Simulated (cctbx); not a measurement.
**Resonant diffraction in SrZrPb2**

Space group P4/mmm (no. 123), a = 4.8190 Å, b = 4.8190 Å, c = 5.0130 Å, α = 90.00°, β = 90.00°, γ = 90.00°.

```csv
atom,mult.,x,y,z,Ueq (Å²)
Pb1,2,1/2,0,1/2,0.0122
Zr1,1,1/2,1/2,0,0.0143
Sr1,1,0,0,0,0.0108
```

This is a model crystal, built by substitution and not relaxed, with assumed displacement parameters.

Calculated with cctbx: free-atom f′ and f″ from the Sasaki tables, no fine structure; amplitudes in electrons.

```csv
E (eV),F 2 1 1,F 0 2 0,F 0 1 0,F 2 0 1
12435,0.7,170.3,1.9,56.5
12785,0.8,166.9,1.9,53.4
12915,0.8,164.2,2.0,50.8
12975,0.8,161.7,2.0,48.4
13005,0.8,159.2,2.0,45.9
13020,0.8,156.7,2.0,43.5
13027,0.8,154.5,2.0,41.4
13031,0.8,152.3,2.0,39.2
13039,0.8,151.5,2.0,40.7
13043,0.8,154.7,2.0,43.7
13050,0.8,157.3,2.0,46.1
13065,0.8,160.1,2.0,48.6
13095,0.8,162.7,2.0,51.1
13185,0.8,166.1,2.0,54.4
13435,0.8,169.6,2.0,57.8
```

**Question.** Which edge is crossed, and why do the reflections move as they do?

The L3 edge of Pb. The edge is at 13035 eV. f′ of Pb falls from -12.2 e at 12915 eV to -18.4 e at 4 eV below it, and f″ steps from 3.94 to 10.12 e across it. Over that approach |F| changes by +0 % (2 1 1), -7 % (0 2 0), +0 % (0 1 0) and -23 % (2 0 1): a reflection falls where Pb scatters in phase with the total and rises where it scatters against it; it hardly moves where the Pb term is small or cancels by symmetry. Above the edge the larger f″ enters the imaginary part, where it can add to or cancel the other atoms' f″. The structure is centrosymmetric, so Friedel mates stay equal.

[Logs are printed without paths, hosts, clocks, repeated set-up lines and the standing remarks that a program may print on its own settings, such as how far it seeks lower states.]
